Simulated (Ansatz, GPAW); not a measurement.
# A 9-layer slab of Fe(100): work function by functional and basis, part 2 of 2

How far do functional and basis move the work function of a 9-layer slab of Fe(100)?

GPAW 26.7.0 and Ansatz 0.2.0; Ansatz plane waves; slab in vacuum with a dipole correction, relaxation (the session's first sound run).

So far, upper work function (eV): step 2 (relaxation, PBE) 3.89; step 3 (plane waves, PBE) 3.89; step 4 (self-consistent run: xc = "revPBE") 3.73; step 5 (OptPBE vdW: xc = "optPBE-vdW", GPAW, PAW setups, GPAW) 4.16.

## Step 6: Self-consistent run: xc = "LDA"

The same geometry under LDA, to see how far the functional moves the levels against the vacuum.

run.py reads:

```python
import json
import numpy as np
from ase import Atoms
from gpaw import GPAW, PW

slab = Atoms(
    ['Fe', 'Fe', 'Fe', 'Fe', 'Fe', 'Fe', 'Fe', 'Fe', 'Fe'],
    positions=[
        [0.00000, 0.00000, 7.00000],
        [1.43500, 1.43500, 8.43500],
        [0.00000, 0.00000, 9.87000],
        [1.43500, 1.43500, 11.30500],
        [-0.00000, 0.00000, 12.69250],
        [1.43500, 1.43500, 14.08742],
        [0.00000, 0.00000, 15.48128],
        [1.43500, 1.43500, 16.91571],
        [0.00000, 0.00000, 18.26326]],
    cell=[[2.87, 0.0, 0.0], [0.0, 2.87, 0.0], [0.0, 0.0, 25.48]],
    pbc=[True, True, False],
    magmoms=[2.5, 2.5, 2.5, 2.5, 2.5, 2.5, 2.5, 2.5, 2.5])

slab.calc = GPAW(mode=PW(400), xc='LDA', kpts={'size': (11, 11, 1), 'gamma': True},
                 occupations={'name': 'fermi-dirac', 'width': 0.1}, nbands='160%',
                 convergence={'density': 1e-05}, maxiter=200,
                 poissonsolver={'dipolelayer': 'xy'},
                 symmetry={'tolerance': 1e-3}, txt='slab.txt')
result = {}
energy = slab.get_potential_energy()
fermi = slab.calc.get_fermi_level()
v = slab.calc.get_electrostatic_potential().mean((0, 1)) - fermi
n = slab.calc.get_pseudo_density().mean((0, 1))
L = slab.cell[2, 2]
z = np.arange(len(v)) * L / len(v)
low, high = slab.positions[:, 2].min(), slab.positions[:, 2].max()
below, above = np.interp([low - 4.8, high + 4.8], z, v)
slopes = [np.interp(x, z, np.gradient(v, z)) for x in (low - 4.8, high + 4.8)]
eps = np.array([[slab.calc.get_eigenvalues(k, s) for k in range(len(slab.calc.get_ibz_k_points()))]
                for s in range(slab.calc.get_number_of_spins())]) - fermi
top, bottom = eps[eps < 0].max(), eps[eps > 0].min()
dipole = slab.get_dipole_moment()[2]
print(f'energy {energy:.4f} eV, Fermi level {fermi:.4f} eV, dipole {dipole:.5f} e A')
print(f'potential 4.8 A off the faces, from the Fermi level: lower {below:.4f} eV, upper {above:.4f} eV')
print(f'slope of the potential there: lower {slopes[0]:.5f}, upper {slopes[1]:.5f} eV/A')
print(f'nearest levels on the mesh: {top:.4f} and {bottom:.4f} eV')
print('magnetic moment', round(slab.get_magnetic_moment(), 3))
result.update(energy=energy, fermi=fermi, dipole=dipole, below=below, above=above, slopes=slopes, edges=[top, bottom],
              z=z.tolist(), v=v.tolist(), n=n.tolist(), positions=slab.positions.tolist(),
              forces=slab.get_forces(apply_constraint=False).tolist(), moments=slab.get_magnetic_moments().tolist())
json.dump(result, open('result.json', 'w'))
```

Launch:

```sh
$ OMP_NUM_THREADS=1 OPENBLAS_NUM_THREADS=1 python run.py
```

Wall time 11 min (1 thread of Intel Xeon 6975P-C (Granite Rapids), shared host); peak memory 0.41 GiB.

This step gave:

```
dipole along the normal                    : -0.002409 e·Å
levels nearest the Fermi level on the mesh : -0.002880, 0.002831 eV from the Fermi level
upper work function                        : 4.296 eV
lower work function                        : 4.270 eV
sum of the site moments                    : 21.09 μB
```

The electrostatic potential energy of an electron (without an applied field's), less the Fermi level, planar mean oscillates, so the rows of the table below give means over windows of 1.38 Å about each position, cut where the curve ends. Its maxima inside the range that stand out by 2 % of the span (Å: eV): 7.8: -4.97, 9.1: -4.88, 10.6: -4.85, 12.0: -5.48, 13.4: -5.39, 14.8: -5.43, 16.2: -4.97, 17.6: -6.23. Its minima: 7.0: -14.2, 8.4: -14.0, 9.9: -14.1, 11.4: -14.0, 12.7: -14.1, 14.1: -14.1, 15.5: -14.2, 16.9: -14.2, 18.3: -14.3.

The electrostatic potential energy of an electron (without an applied field's), less the Fermi level, planar mean by z; means over each step:

```
z (Å)  electrostatic potential energy of an electron (without an applied field's), less the Fermi level, planar mean (eV)
 0.69                                                                                                                4.27
 2.07                                                                                                                4.27
 3.45                                                                                                                4.26
 4.83                                                                                                                4.00
 6.21                                                                                                               -2.39
 7.59                                                                                                               -9.19
 8.97                                                                                                               -9.14
10.35                                                                                                               -9.14
11.73                                                                                                               -9.60
13.11                                                                                                               -9.59
14.49                                                                                                               -9.59
15.87                                                                                                               -9.30
17.25                                                                                                               -10.0
18.63                                                                                                               -7.18
20.01                                                                                                                3.56
21.39                                                                                                                4.27
22.77                                                                                                                4.30
24.15                                                                                                                4.30
```

The upper face's work function is 4.296 eV, against 3.890 eV in the first plane-wave PBE run at this geometry.

## Step 7: Self-consistent run: xc = "vdW-DF2"

The same geometry under vdW-DF2, to see how far the functional moves the levels against the vacuum (the van der Waals functionals take revPBE setups).

Changes to run.py since step 6:

```diff
@@ -21,3 +21,3 @@
 
-slab.calc = GPAW(mode=PW(400), xc='LDA', kpts={'size': (11, 11, 1), 'gamma': True},
+slab.calc = GPAW(mode=PW(400), xc='vdW-DF2', kpts={'size': (11, 11, 1), 'gamma': True},
                  occupations={'name': 'fermi-dirac', 'width': 0.1}, nbands='160%',
```

Wall time 17 min (1 thread); peak memory 0.55 GiB.

Numbers from this step:

```
dipole along the normal                    : -0.002435 e·Å
levels nearest the Fermi level on the mesh : -0.001404, 0.001629 eV from the Fermi level
upper work function                        : 4.436 eV
lower work function                        : 4.409 eV
sum of the site moments                    : 20.76 μB
```

The upper face's work function is 4.436 eV, against 3.890 eV in the first plane-wave PBE run at this geometry.

## Step 8: Self-consistent run: xc = "RPBE"

The same geometry under RPBE, to see how far the functional moves the levels against the vacuum.

Changes to run.py since step 7:

```diff
@@ -21,3 +21,3 @@
 
-slab.calc = GPAW(mode=PW(400), xc='vdW-DF2', kpts={'size': (11, 11, 1), 'gamma': True},
+slab.calc = GPAW(mode=PW(400), xc='RPBE', kpts={'size': (11, 11, 1), 'gamma': True},
                  occupations={'name': 'fermi-dirac', 'width': 0.1}, nbands='160%',
```

It took 13 min on 1 thread; peak memory 0.41 GiB.

Numbers from this step:

* dipole along the normal: -0.001782 e·Å
* levels nearest the Fermi level on the mesh: -0.001756, 0.01441 eV from the Fermi level
* upper work function: 3.710 eV
* lower work function: 3.696 eV
* sum of the site moments: 22.38 μB

The electrostatic potential energy of an electron (without an applied field's), less the Fermi level, planar mean oscillates, so the rows of the table below give means over windows of 1.38 Å about each position, cut where the curve ends. Its maxima inside the range that stand out by 2 % of the span (Å: eV): 7.8: -5.60, 9.1: -5.46, 10.6: -5.40, 12.0: -6.00, 13.4: -5.90, 14.8: -5.98, 16.2: -5.54, 17.6: -6.87. Its minima: 7.0: -14.7, 8.4: -14.5, 9.9: -14.6, 11.4: -14.4, 12.7: -14.5, 14.1: -14.6, 15.5: -14.6, 16.9: -14.7, 18.3: -14.8.

The electrostatic potential energy of an electron (without an applied field's), less the Fermi level, planar mean by z; means over each step:

```csv
z (Å),"electrostatic potential energy of an electron (without an applied field's), less the Fermi level, planar mean (eV)"
0.69,3.70
2.07,3.70
3.45,3.68
4.83,3.41
6.21,-2.97
7.59,-9.77
8.97,-9.68
10.35,-9.64
11.73,-10.1
13.11,-10.1
14.49,-10.1
15.87,-9.81
17.25,-10.6
18.63,-7.75
20.01,2.96
21.39,3.68
22.77,3.71
24.15,3.71
```

The upper face's work function is 3.710 eV, against 3.890 eV in the first plane-wave PBE run at this geometry.

## Step 9: Real-space grid: mode = "fd"

A real-space grid is a second complete basis, so it checks the plane-wave result.

Changes to run.py since step 8:

```diff
@@ -3,3 +3,3 @@
 from ase import Atoms
-from gpaw import GPAW, PW
+from gpaw import GPAW
 
@@ -21,3 +21,3 @@
 
-slab.calc = GPAW(mode=PW(400), xc='RPBE', kpts={'size': (11, 11, 1), 'gamma': True},
+slab.calc = GPAW(mode='fd', h=0.18, xc='PBE', kpts={'size': (11, 11, 1), 'gamma': True},
                  occupations={'name': 'fermi-dirac', 'width': 0.1}, nbands='160%',
```

Run time: 1.7 h. Hardware: 1 thread; peak memory 2.4 GiB.

Numbers from this step:

```yaml
dipole_along_the_normal: -8.19e-4 e·Å
levels_nearest_the_fermi_level_on_the_mesh: -0.002260, 9.97e-4 eV from the Fermi level
upper_work_function: 3.886 eV
lower_work_function: 3.868 eV
sum_of_the_site_moments: 22.04 μB
```

The electrostatic potential energy of an electron (without an applied field's), less the Fermi level, planar mean oscillates, so the rows of the table below give means over windows of 1.37 Å about each position, cut where the curve ends. Its maxima inside the range that stand out by 2 % of the span (Å: eV): 7.7: -5.41, 9.2: -5.34, 10.6: -5.26, 12.0: -5.88, 13.4: -5.77, 14.7: -5.88, 16.2: -5.32, 17.6: -6.67. Its minima: 7.0: -14.6, 8.5: -14.5, 9.8: -14.4, 11.3: -14.4, 12.6: -14.4, 14.1: -14.5, 15.5: -14.5, 16.9: -14.7, 18.3: -14.6.

Table of electrostatic potential energy of an electron (without an applied field's), less the Fermi level, planar mean by z; means over each step:

| z (Å) | electrostatic potential energy of an electron (without an applied field's), less the Fermi level, planar mean (eV) |
| --- | --- |
| 0.69 | 3.87 |
| 2.06 | 3.87 |
| 3.43 | 3.86 |
| 4.79 | 3.61 |
| 6.17 | -2.25 |
| 7.54 | -9.62 |
| 8.91 | -9.57 |
| 10.28 | -9.57 |
| 11.65 | -9.96 |
| 13.02 | -9.97 |
| 14.39 | -9.98 |
| 15.76 | -9.79 |
| 17.12 | -10.4 |
| 18.50 | -8.64 |
| 19.86 | 2.84 |
| 21.23 | 3.85 |
| 22.61 | 3.88 |
| 23.98 | 3.89 |
| 25.35 | 3.89 |

The upper face's work function is 3.886 eV, against 3.890 eV in the first plane-wave PBE run at this geometry.

## Step 10: All levels side by side

Times are for 1 thread of Intel Xeon 6975P-C (Granite Rapids), shared host. The runs compared:

```csv
no.,run,upper work function (eV),lower work function (eV),time,memory (GiB)
1,pw,3.890,3.872,11 min,0.41
2,revPBE,3.726,3.712,12 min,0.41
3,optPBE vdW,4.159,4.140,12 min,0.55
4,LDA,4.296,4.270,11 min,0.41
5,vdW DF2,4.436,4.409,17 min,0.55
6,RPBE,3.710,3.696,13 min,0.41
7,fd,3.886,3.868,1.7 h,2.4
```

## Step 11: A second plane-wave code

A second program with its own datasets checks the number independently.

This step: Ansatz plane waves; slab in vacuum with a dipole correction (Ansatz 0.2.0).

input.yaml reads:

```yaml
crystal:
  lattice:
    - [2.87, 0.0, 0.0]
    - [0.0, 2.87, 0.0]
    - [0.0, 0.0, 25.48]
  atoms:
    - { symbol: Fe, position: [0.0, 0.0, 0.2747252747], spin: 2.5 }
    - { symbol: Fe, position: [0.5, 0.5, 0.331043956], spin: 2.5 }
    - { symbol: Fe, position: [0.0, 0.0, 0.3873626374], spin: 2.5 }
    - { symbol: Fe, position: [0.5, 0.5, 0.4436813187], spin: 2.5 }
    - { symbol: Fe, position: [0.0, 0.0, 0.4981358913], spin: 2.5 }
    - { symbol: Fe, position: [0.5, 0.5, 0.5528816661], spin: 2.5 }
    - { symbol: Fe, position: [0.0, 0.0, 0.6075855687], spin: 2.5 }
    - { symbol: Fe, position: [0.5, 0.5, 0.6638819931], spin: 2.5 }
    - { symbol: Fe, position: [0.0, 0.0, 0.7167683276], spin: 2.5 }
magnetization:
  spin_polarized: true
kpoints:
  mp_grid: { grid: [11, 11, 1] }
hamiltonian:
  xc: pbe
scf:
  occupations: { method: fermi_dirac, width: 0.1 }
efield:
  axis: 3
  dipole_correction: true
  ramp_width: 0.05
output:
  forces: true
  write_potential: true
  write_density: true
  volumetric_format: npy
```

Launch:

```sh
$ ansatz run input.yaml --threads 4 --pin off --max-ram 8192MiB --backend cpu --events-out ev --progress --plain --runs-dir out
```

Run time: 26 s. Hardware: 4 threads; peak memory 1.2 GiB.

This step gave:

```
lower work function     : 3.865 eV
dipole along the normal : -9.73e-4 e·Å
dipole field            : -8.38e-4 V/Å
```

The electrostatic potential energy of an electron (with the applied field's), less the Fermi level, planar mean oscillates, so the rows of the table below give means over windows of 1.42 Å about each position, cut where the curve ends. Its maxima inside the range that stand out by 2 % of the span (Å: eV): 7.8: -7.00, 9.2: -6.84, 10.6: -6.74, 12.0: -7.57, 13.4: -7.49, 14.7: -7.55, 16.1: -6.91, 17.6: -8.47. Its minima: 7.1: -11.9, 8.5: -11.9, 9.9: -11.9, 11.3: -11.9, 12.7: -11.9, 14.2: -11.9, 15.4: -11.9, 17.0: -12.0, 18.3: -12.1.

Table of electrostatic potential energy of an electron (with the applied field's), less the Fermi level, planar mean by z; means over each step:

| z (Å) | electrostatic potential energy of an electron (with the applied field's), less the Fermi level, planar mean (eV) |
| --- | --- |
| 0.71 | 3.87 |
| 2.13 | 3.87 |
| 3.55 | 3.85 |
| 4.97 | 3.47 |
| 6.39 | -4.78 |
| 7.81 | -9.57 |
| 9.23 | -9.47 |
| 10.65 | -9.42 |
| 12.07 | -9.89 |
| 13.49 | -9.82 |
| 14.91 | -9.85 |
| 16.33 | -9.54 |
| 17.75 | -10.4 |
| 19.17 | -1.71 |
| 20.59 | 3.69 |
| 22.01 | 3.88 |
| 23.43 | 3.88 |
| 24.85 | 3.88 |

The valence density, planar mean (density) oscillates, so the rows of the table below give means over windows of 1.42 Å about each position, cut where the curve ends. Its maxima inside the range that stand out by 2 % of the span (Å: e/Å³): 6.9: 2.31, 8.5: 2.34, 9.9: 2.37, 11.3: 2.39, 12.7: 2.37, 14.2: 2.34, 15.4: 2.36, 17.0: 2.33, 18.3: 2.38. Its minima: 7.8: 0.535, 9.2: 0.518, 10.6: 0.510, 12.0: 0.565, 13.4: 0.571, 14.7: 0.576, 16.1: 0.528, 17.6: 0.619.

Valence density, planar mean against z; means over each step:

```csv
z (Å),density (e/Å³),rho spin (e/Å³)
2.13,1.5e-5,3.4e-6
3.55,4.3e-4,1.2e-4
4.97,0.0122,0.00398
6.39,0.833,0.172
7.81,1.34,0.213
9.23,1.34,0.200
10.65,1.35,0.190
12.07,1.42,0.196
13.49,1.41,0.192
14.91,1.41,0.200
16.33,1.35,0.195
17.75,1.46,0.241
19.17,0.388,0.0859
20.59,0.00605,0.00204
22.01,2.1e-4,6.6e-5
23.43,7.2e-6,1.9e-6
```

Force by atom:

```csv
atom,x (eV/Å),y (eV/Å),z (eV/Å),size
Fe1,0.000,0.000,0.436,0.436
Fe2,0.000,0.000,-0.315,0.315
Fe3,0.000,0.000,0.107,0.107
Fe4,0.000,0.000,-0.246,0.246
Fe5,0.000,0.000,-0.014,0.014
Fe6,0.000,0.000,0.019,0.019
Fe7,0.000,0.000,-0.002,0.002
Fe8,0.000,0.000,-0.003,0.003
Fe9,0.000,0.000,0.018,0.018
```

The upper face's work function is 3.886 eV, against 3.890 eV in the first plane-wave PBE run at this geometry.

## Step 12: Side by side

Results and costs are gathered.

This step: comparison of work functions, dipole and cost (GPAW 26.7.0).

Ladder, by row:

```
      step    code  work function, upper (eV)  work function, lower (eV)  dipole (e Å)  wall time (s)  peak memory (GiB)  threads
        pw    GPAW                       3.89                      3.872     -0.001982            681               0.41        1
    revPBE    GPAW                      3.726                      3.712     -0.001854          691.6               0.41        1
optPBE-vdW    GPAW                      4.159                       4.14     -0.002037          745.9               0.55        1
       LDA    GPAW                      4.296                       4.27     -0.002409          683.1               0.41        1
   vdW-DF2    GPAW                      4.436                      4.409     -0.002435          994.2               0.55        1
      RPBE    GPAW                       3.71                      3.696     -0.001782          798.2               0.41        1
        fd    GPAW                      3.886                      3.868      -8.19e-4           6029               2.35        1
    ansatz  Ansatz                      3.886                      3.865      -9.73e-4          25.71              1.168        4
```

## Step 13: A changed run

One more run, with changed settings.

This step: GPAW, PAW setups; slab in vacuum (GPAW 26.7.0).

Changes to run.py since step 9:

```diff
@@ -3,3 +3,3 @@
 from ase import Atoms
-from gpaw import GPAW
+from gpaw import GPAW, PW
 
@@ -21,5 +21,5 @@
 
-slab.calc = GPAW(mode='fd', h=0.18, xc='PBE', kpts={'size': (11, 11, 1), 'gamma': True},
+slab.calc = GPAW(mode=PW(140), xc='PBE', kpts={'size': (11, 11, 1), 'gamma': True},
                  occupations={'name': 'fermi-dirac', 'width': 0.1}, nbands='160%',
-                 convergence={'density': 1e-05}, maxiter=200,
+                 convergence={'density': 1e-05}, maxiter=50,
                  poissonsolver={'dipolelayer': 'xy'},
```

Launch:

```sh
$ OMP_NUM_THREADS=1 OPENBLAS_NUM_THREADS=1 python run.py
```

Run time: 2.4 min. Hardware: 1 thread; peak memory 0.19 GiB.

The run stopped without converging, so none of its numbers is a property of the system.

The fault put into the input: a cutoff far too low, under a cap of 50 iterations, which ended the run (ecut = 140).

## Step 14: Outcome

```
work function, upper and lower face : 3.890 and 3.872 eV
dipole along the normal             : -0.0020 e Å, near the numerical noise
```

**Reading.** With plane waves and PBE the work function is 3.89 eV on the upper face and 3.87 eV on the lower. The measured value for this face is 4.75 eV (as compiled in "Anisotropic work function of elemental crystals", 2019, arxiv:1902.07811); the relaxed upper face lies 0.86 eV under it with PBE, and vdW-DF2 comes nearest (4.44 eV). Measured work functions scatter by a tenth of an eV or more between methods. Over the sound runs of the table the upper face's work function spans 3.710 (RPBE) to 4.436 eV (vdW-DF2). The two plane-wave codes differ by 0.0032 eV on the upper face. The small printed dipole stands for a step of 44 meV from the lower to the upper face, and the probes find 18 meV; values this small are near the numerical noise of both. One magnetic start was tried; another order may lie lower. The in-plane lattice was kept as typed, which isn't the functional's own and leaves some strain; spin-orbit coupling and temperature are left out.

[Logs are printed without paths, hosts, clocks, repeated set-up lines and the standing remarks that a program may print on its own settings, such as how far it seeks lower states.]

[Hosts, paths, dates, database ids (printed as entryN), source tags and the programs' standing remarks are cut or masked in the printed files.]
